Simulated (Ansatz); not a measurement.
# BaLiGe (built on the sites of a database entry of BaLiSi): from the cell to its phonons

Aim: the vibrations of BaLiGe (built on the sites of a database entry of BaLiSi), their spectra, and whether the structure is stable.

Calculated with Ansatz 0.2.0; DFT PBE+D4, scalar-relativistic, plane waves, PAW.

This is a report of a sequence of runs, with most program output left out.

The structure was built from a prototype and need not be the compound's stable phase.

## Step 1: Set-up

It takes space group P-6m2 (No. 187, hexagonal). Conventional cell: a = 5.001 Å, b = 5.001 Å, c = 3.948 Å, α = 90.00°, β = 90.00°, γ = 120.00°. Nearest to Ba lie 6 Ge at 3.50 Å and 6 Li at 3.50 Å. Nearest to Li lie 3 Ge at 2.89 Å and 6 Ba at 3.50 Å. Nearest to Ge lie 3 Li at 2.89 Å and 6 Ba at 3.50 Å. Farther neighbours are not listed.

## Step 2: Bringing the structure to rest

Harmonic phonons are second derivatives at a point where the forces vanish, and they are wanted at zero stress, so atoms and cell are relaxed first.

input.yaml

```yaml
crystal:
  lattice:
    - [5.00065, 0.0, 0.0]
    - [-2.50033, 4.33069, 0.0]
    - [0.0, 0.0, 3.94776]
  atoms:
    - { symbol: Ba, position: [0.66666667, 0.33333333, 0.0] }
    - { symbol: Li, position: [0.0, 0.0, 0.5] }
    - { symbol: Ge, position: [0.33333333, 0.66666667, 0.5] }
kpoints:
  mp_grid: { grid: [12, 12, 10] }
hamiltonian:
  xc: pbe
  dispersion: d4
scf:
  occupations: { method: gaussian, width: 0.1 }
output:
  forces: true
  stress: true
  eigenvalues: true
relax:
  adjacent_minimum: "off"
  f_tol: 0.005
  max_steps: 80
  cell: { stress_tol: 0.05 }
```

The run is started by

```console
$ ansatz run input.yaml --threads 4 --pin off --max-ram 14336MiB --backend cpu --events-out ev --progress --plain --runs-dir out
```

It took 19 s on 4 threads of Intel Xeon Platinum 8488C (Sapphire Rapids), shared host; peak memory 0.62 GiB; 68 s of CPU time.

Relaxation path:

```csv
step,energy less that of the first step (eV),largest force component (eV/Å),pressure (GPa),volume (Å³)
1,0.0000,0.0000,-0.96,85.49
2,-0.0089,0.0000,0.03,82.60
3,-0.0091,0.0000,-0.01,82.62
4,-0.0093,0.0000,-0.01,82.50
5*,-0.0091,0.0000,-0.01,82.50
```

Relaxation steps marked * repeat the geometry before them on a plane-wave basis chosen anew for their cell, so energy and pressure can jump there.

Forces are held to the 12 operations that the run works with; a distortion that breaks them can't arise in this run.

```csv
"conventional cell, symmetrised",before,after,change
a (Å),5.001,4.949,-1.0 %
b (Å),5.001,4.949,-1.0 %
c (Å),3.948,3.889,-1.5 %
volume (Å³/atom),28.50,27.50,-3.5 %
```

Final coordinates:

```xyz
3
Lattice="4.9493 0.0000 0.0000 -2.4746 4.2862 0.0000 0.0000 0.0000 3.8890" Properties=species:S:1:pos:R:3 pbc="T T T"
Ba    2.4746    1.4287    0.0000
Li    0.0000    0.0000    1.9445
Ge    0.0000    2.8575    1.9445
```

Numbers from this step:

| Quantity | Value |
| --- | --- |
| pressure | -0.007372 GPa |
| volume per atom | 27.50 Å³ |
| gap on the k-mesh | 0 eV |

In this step the volume went from 28.50 to 27.50 Å³/atom.

## Step 3: Relaxing to small forces for the phonons

Phonons need a cell at rest on their own settings, so the relaxation is repeated with tight tolerances on forces and stress on the k mesh and occupations of the first response run.

input.yaml

```yaml
crystal:
  lattice:
    - [4.9492506239, 2.8571e-06, 0.0]
    - [-2.4746277863, 4.2861753415, 0.0]
    - [0.0, 0.0, 3.8890176577]
  atoms:
    - { symbol: Ba, position: [0.6666666667, 0.3333333333, 0.0] }
    - { symbol: Li, position: [0.0, 0.0, 0.5] }
    - { symbol: Ge, position: [0.3333333333, 0.6666666667, 0.5] }
kpoints:
  mp_grid: { grid: [12, 12, 12] }
hamiltonian:
  xc: pbe
  dispersion: d4
scf:
  occupations: { method: methfessel_paxton, width: 0.2 }
output:
  forces: true
  stress: true
  eigenvalues: true
relax:
  adjacent_minimum: "off"
  f_tol: 0.001
  max_steps: 60
  cell: { stress_tol: 0.01 }
```

The job ended after 25 s (4 threads; peak memory 0.66 GiB; 90 s of CPU time).

The steps of the relaxation:

```csv
step,energy less that of the first step (eV),largest force component (eV/Å),pressure (GPa),volume (Å³)
1,0.0000,0.0000,-0.03,82.50
2,0.0000,0.0000,0.01,82.41
3,0.0000,0.0000,0.01,82.43
4,0.0000,0.0000,0.00,82.46
5*,0.0000,0.0000,0.00,82.46
```

Relaxation steps marked * repeat the geometry before them on a plane-wave basis chosen anew for their cell, so energy and pressure can jump there.

Forces are held to the 12 operations that the run works with; a distortion that breaks them can't arise in this run.

```csv
"conventional cell, symmetrised",before,after,change
a (Å),4.949,4.945,-0.1 %
b (Å),4.949,4.945,-0.1 %
c (Å),3.889,3.894,+0.1 %
volume (Å³/atom),27.50,27.49,-0.1 %
```

Final coordinates:

```xyz
3
Lattice="4.9451 0.0000 0.0000 -2.4725 4.2826 0.0000 0.0000 0.0000 3.8936" Properties=species:S:1:pos:R:3 pbc="T T T"
Ba    2.4725    1.4275    0.0000
Li    0.0000    0.0000    1.9468
Ge    0.0000    2.8550    1.9468
```

Numbers from this step:

```
pressure        : 4.54e-5 GPa
volume per atom : 27.49 Å³
```

The forces vanish by symmetry and the pressure is 0.000 GPa, within the tolerances set. The cell now holds 27.49 Å³/atom.

## Step 4: Zone-centre response

The zone centre comes first: it holds the modes that light can see, as far as symmetry allows. No field response is asked, since the mesh shows no gap.

input.yaml, the sections that differ from step 3:

```yaml
crystal:
  lattice:
    - [4.9450818579, 2.8547e-06, 0.0]
    - [-2.4725434012, 4.2825650854, 0.0]
    - [0.0, 0.0, 3.8936167477]
  atoms:
    - { symbol: Ba, position: [0.6666666667, 0.3333333333, 0.0] }
    - { symbol: Li, position: [0.0, 0.0, 0.5] }
    - { symbol: Ge, position: [0.3333333333, 0.6666666667, 0.5] }
output:
  eigenvalues: true
phonons:
  method: dfpt
# kpoints, hamiltonian, scf: as in step 3
# relax: removed
```

Wall time 2.1 min (4 threads); peak memory 2.5 GiB; 7.8 min of CPU time.

This step gave:

```
sum-rule residual before enforcement                    : 1.68e-5 eV/Å²
point group                                             : -6m2
highest optical mode at the zone centre (no LO-TO term) : 297.2 cm⁻¹
lowest optical zone-centre mode                         : 103.6 cm⁻¹
```

Patterns of degenerate modes are one choice out of their space. Modes at Γ, with each element's share of the kinetic energy:

```csv
mode,frequency (cm⁻¹),symmetry,Ba %,Li %,Ge %
1,0.0,acoustic,63,3,33
2,0.0,acoustic,63,3,33
3,0.0,acoustic,63,3,33
4,103.6,A2'',34,0,66
5,111.8,E',36,1,63
6,111.8,E',36,1,63
7,247.2,A2'',3,97,1
8,297.2,E',1,96,3
9,297.2,E',1,96,3
```

Displacements in mode 4 (103.6 cm⁻¹), the largest set to 1:
```
Ba1  0.00  0.00 -0.52
Li2  0.00  0.00 -0.13
Ge3  0.00  0.00  1.00
```

Displacements in mode 5 (111.8 cm⁻¹), the largest set to 1:
```
Ba1  0.00 -0.55  0.00
Li2  0.00  0.35  0.00
Ge3  0.00  1.00  0.00
```

Before it was imposed, the acoustic sum rule was missed by 1.7e-5 eV/Å². Small misses are needed for a sound result but don't prove that mesh and cutoff are converged. The lowest optical mode is real, 104 cm⁻¹.

## Step 5: Response at finite wavevector

Stability and thermal properties need the whole zone. Linear response on a 2×2×2 q mesh gives force constants as far as a supercell of that size would.

Edit input.yaml of step 4 so:

```diff
@@ -20 +20,9 @@
   method: dfpt
+  qmesh: [2, 2, 2]
+  temperatures: { t_max: 1000, t_step: 50 }
+  qpath:
+    path:
+      - [[0.0, 0.0, 0.0], [0.5, 0.0, 0.0], [0.33333333, 0.33333333, 0.0], [0.0, 0.0, 0.0], [0.0, 0.0, 0.5], [0.5, 0.0, 0.5], [0.33333333, 0.33333333, 0.5], [0.0, 0.0, 0.5]]
+      - [[0.5, 0.0, 0.5], [0.5, 0.0, 0.0]]
+      - [[0.33333333, 0.33333333, 0.5], [0.33333333, 0.33333333, 0.0]]
+    npoints: 10
```

Run time: 6 min. Hardware: 4 threads; peak memory 2.2 GiB.

Numbers from this step:

```yaml
sum_rule_residual_before_enforcement: 1.72e-5 eV/Å²
lowest_frequency_on_the_path: -105.0 cm⁻¹
highest_frequency_on_the_path_or_at_a_solved_wavevector: 304 cm⁻¹
lowest_mode_on_the_q_mesh_acoustic_modes_at_gamma_apart: -105.0 cm⁻¹
```

Frequencies (cm⁻¹) solved at each irreducible wavevector; negative means imaginary. Frequencies by wavevector, by row:

```csv
q in reciprocal lattice units,star,mode 1,mode 2,mode 3,mode 4,mode 5,mode 6,mode 7,mode 8,mode 9
0 0 0,1,0,0,0,103.6,111.8,111.8,247.2,297.2,297.2
0 0 -0.5,1,-97,71.4,71.4,91.2,91.2,97.9,253.2,301.6,301.6
0 -0.5 0,3,56.6,61,87.2,88.4,112.2,130,235.7,299.6,303.4
0 -0.5 -0.5,3,-105,67.1,73.8,74.2,111.1,126,260.4,292.8,295.1
```

Interpolated from a 2×2×2 q mesh, rough between the solved points. The phonon branches at the labelled points (cm⁻¹):

```csv
point,branch 1,branch 2,branch 3,branch 4,branch 5,branch 6,branch 7,branch 8,branch 9
Γ,0,0,0,104,112,112,247,297,297
halfway,38,39,67,97,113,118,242,299,300
M,57,61,87,88,112,130,236,300,303
halfway,62,63,83,87,117,130,235,300,304
K,64,72,76,86,121,131,234,300,304
halfway,44,45,72,95,115,118,240,299,301
Γ,0,0,0,104,112,112,247,297,297
halfway,-52,43,43,91,106,106,250,299,299
A,-97,71,71,91,91,98,253,302,302
halfway,-102,73,74,75,102,117,257,297,298
L,-105,67,74,74,111,126,260,293,295
halfway,-104,62,68,83,114,124,261,292,296
H,-104,56,68,86,119,120,261,291,296
halfway,-103,69,72,79,104,119,258,296,298
A,-97,71,71,91,91,98,253,302,302
jump to L,-105,67,74,74,111,126,260,293,295
halfway,-50,64,65,85,112,128,249,296,299
M,57,61,87,88,112,130,236,300,303
jump to H,-104,56,68,86,119,120,261,291,296
halfway,-48,66,66,82,121,125,249,298,298
K,64,72,76,86,121,131,234,300,304
```

The phonon density of states has structure finer than the step of the table below, so its rows give means over 20 cm⁻¹, whole bins alone (the curve runs from -108 to 302 cm⁻¹). Peaks (cm⁻¹: height): 67.5: 0.115, 82.5: 0.101, 112.5: 0.125, 257.5: 0.0439, 297.5: 0.284.

Tetrahedra on a 16×16×16 mesh, mean over bins of 5 cm-1. Interpolated from a 2×2×2 q mesh, rough between the solved points. Phonon density of states against wavenumber; means over each step:

```csv
wavenumber (cm⁻¹),phonon density of states (1/cm⁻¹/cell)
-80,0.00770
-60,0.00522
-40,0.00323
-20,0.00263
0,0.00254
20,0.00514
40,0.0146
60,0.0672
80,0.0703
100,0.0307
120,0.0741
140,0.00410
160,0
180,0
200,0
220,6.3e-5
240,0.0269
260,0.0231
280,0.00254
```

The partial phonon density of states has structure finer than the step of the table below, so its rows give means over 10 cm⁻¹, whole bins alone (the curve runs from -114 to 323 cm⁻¹). Peaks (cm⁻¹: height): Ba 67.4: 0.0919, 81.1: 0.0695, 114.1: 0.0165; Ge -97.5: 0.0173, -81.0: 0.0145, -59.0: 0.0127, 114.1: 0.0820; Li 254.3: 0.0409, 298.3: 0.198.

Phonopy on the run's constants, 13x13x15 mesh, Gaussian sigma 3.1 cm-1. Interpolated from a 2×2×2 q mesh, rough between the solved points. Table of partial phonon density of states by wavenumber; means over each step; values in 1/cm⁻¹/cell:

```csv
wavenumber (cm⁻¹),Ba,Ge,Li
-100,0.00102,0.0154,2.0e-4
-90,5.6e-4,0.00792,1.2e-4
-80,9.2e-4,0.00969,1.4e-4
-70,1.8e-4,0.00126,2.4e-5
-60,0.00144,0.00891,1.5e-4
-50,2.7e-4,0.00180,2.2e-5
-40,9.0e-4,0.00180,7.2e-5
-30,8.9e-4,0.00191,6.3e-5
-20,0.00109,0.00191,6.8e-5
-10,7.3e-4,0.00142,3.8e-5
0,7.1e-4,9.7e-4,3.7e-5
10,0.00109,0.00218,4.9e-5
20,0.00255,0.00269,1.1e-4
30,0.00462,0.00254,1.9e-4
40,0.00870,0.00422,2.8e-4
50,0.0190,0.00731,4.4e-4
60,0.0575,0.00979,0.00122
70,0.0771,0.0118,0.00137
80,0.0602,0.0122,8.0e-4
90,0.0251,0.0154,3.2e-4
100,0.00473,0.0156,3.3e-4
110,0.0127,0.0603,0.00121
120,0.00982,0.0663,8.3e-4
130,0.00285,0.0295,1.4e-4
140,6.5e-5,7.0e-4,1.1e-6
150,0,0,0
160,0,0,0
170,0,0,0
180,0,0,0
190,0,0,0
200,0,0,0
210,0,0,0
220,0,0,8.6e-6
230,2.7e-5,6.8e-6,0.00429
240,4.3e-4,1.0e-4,0.0294
250,9.9e-4,2.6e-4,0.0388
260,9.1e-4,1.2e-4,0.0239
270,3.7e-5,2.0e-6,8.1e-4
280,3.1e-6,5.0e-7,2.6e-4
290,5.3e-4,5.0e-4,0.0442
300,0.00175,0.00226,0.140
310,1.9e-4,1.6e-4,0.0106
```

Symmetry leaves 4 wavevectors to solve. The lowest mode among them, the acoustic zeros apart, lies at q = (0, -0.5, -0.5) and is imaginary, 105.0i cm⁻¹, so the energy falls along it.

## Step 6: Another isotope, element Ba, natural mass 137.327 amu

An isotope changes the mass and not the force constants, so no new electronic calculation is needed; the shifts show which modes move this element.

The same force constants with the mass of Ba changed from 137.327 to 133.905 u (phonopy, no LO-TO term). Both lists are sorted by frequency; levels can cross, so a row need not hold one and the same mode. Modes under 3 cm⁻¹ are left out. Isotope shifts, by row:

```csv
q,rank,natural mass (cm⁻¹),changed mass (cm⁻¹)
0 0 0,4,103.6,104.1
0 0 0,5,111.8,112.3
0 0 0,6,111.8,112.3
0 0 0,7,247.2,247.2
0 0 0,8,297.2,297.2
0 0 0,9,297.2,297.2
0 0 -0.5,1,-97.04,-97.04
0 0 -0.5,2,71.44,72.35
0 0 -0.5,3,71.44,72.35
0 0 -0.5,4,91.18,91.18
0 0 -0.5,5,91.18,91.18
0 0 -0.5,6,97.89,99.14
0 0 -0.5,7,253.2,253.2
0 0 -0.5,8,301.6,301.6
0 0 -0.5,9,301.6,301.6
0 -0.5 0,1,56.56,57.15
0 -0.5 0,2,60.96,61.66
0 -0.5 0,3,87.24,87.35
0 -0.5 0,4,88.37,89.47
0 -0.5 0,5,112.2,112.5
0 -0.5 0,6,130,130
0 -0.5 0,7,235.7,235.7
0 -0.5 0,8,299.6,299.7
0 -0.5 0,9,303.4,303.5
0 -0.5 -0.5,1,-105,-105.1
0 -0.5 -0.5,2,67.1,67.82
0 -0.5 -0.5,3,73.84,74.78
0 -0.5 -0.5,4,74.23,75.06
0 -0.5 -0.5,5,111.1,111.1
0 -0.5 -0.5,6,126,126.2
0 -0.5 -0.5,7,260.4,260.6
0 -0.5 -0.5,8,292.8,292.9
0 -0.5 -0.5,9,295.1,295.1
```

A mode of this element alone would shift by +1.27 %. The highest zone-centre frequency without the field goes from 297.2 to 297.2 cm⁻¹ (+0.0 %). The product of the frequency ratios over all optical modes at Γ is 1.014; the product rule, (m/m′)^(3k/2) (M′/M)^(3/2) with k = 1 such atoms and M the mass of the cell, gives 1.014.

## Step 7: Another isotope, element Ge, natural mass 72.63 amu

The same for Ge, from 72.63 to 75.92 u.

A mode of this element alone would shift by -2.19 %. The highest zone-centre frequency without the field goes from 297.2 to 297.0 cm⁻¹ (-0.1 %). The product of the frequency ratios over all optical modes at Γ is 0.957; the product rule, (m/m′)^(3k/2) (M′/M)^(3/2) with k = 1 such atoms and M the mass of the cell, gives 0.957.

## Step 8: Another isotope, element Li, natural mass 6.94 amu

The same for Li, from 6.94 to 6.02 u.

A mode of this element alone would shift by +7.41 %. The highest zone-centre frequency without the field goes from 297.2 to 318.4 cm⁻¹ (+7.1 %). The product of the frequency ratios over all optical modes at Γ is 1.231; the product rule, (m/m′)^(3k/2) (M′/M)^(3/2) with k = 1 such atoms and M the mass of the cell, gives 1.231.

## Step 9: Summary of results

| Item | Value |
| --- | --- |
| space group after relaxation (within 0.01 Å) | P-6m2 |
| volume per atom | 27.5 Å³ |
| electronic character | no gap on this mesh |
| highest optical mode at the zone centre (no LO-TO term) | 297 cm⁻¹ |
| lowest optical zone-centre mode | 104 cm⁻¹ |
| lowest mode on the q mesh (acoustic modes at Γ apart) | -105 cm⁻¹ |
| highest frequency on the path or at a solved wavevector | 304 cm⁻¹ |
| imaginary modes on the 2×2×2 q mesh | yes |

Modes are clearly imaginary (beyond 10i cm⁻¹) at 2 of the 4 irreducible wavevectors, most at q = (0, -0.5, -0.5) (105.0i cm⁻¹), so this structure is not a minimum of the energy. The optical modes at Γ span 104 to 297 cm⁻¹. The highest mode in this list at Γ, 297.2 cm⁻¹, is mostly motion of Li (96 % of the kinetic energy). The q mesh stands for a supercell only 7.8 Å across, so branches between the solved wavevectors are rough. With no gap, or one that is small against the smearing, the frequencies hang on the k mesh and the smearing, most of all near Kohn anomalies. The phonon runs are without spin polarisation, although the cell has an odd electron count. Spin-orbit coupling is left out, which can matter for the heavy elements here. In the phonons the program treats the change of the C6 weights of the dispersion term with coordination only in part. The starting cell was built on a prototype and not taken from a measurement, so the phase need not exist. These are harmonic frequencies at zero temperature: anharmonic shifts, linewidths and thermal expansion are left out.

[Logs are printed without paths, hosts, clocks, repeated set-up lines and the standing remarks that a program may print on its own settings, such as how far it seeks lower states.]

[Hosts, paths, dates, database ids (printed as entryN), source tags and the programs' standing remarks are cut or masked in the printed files.]
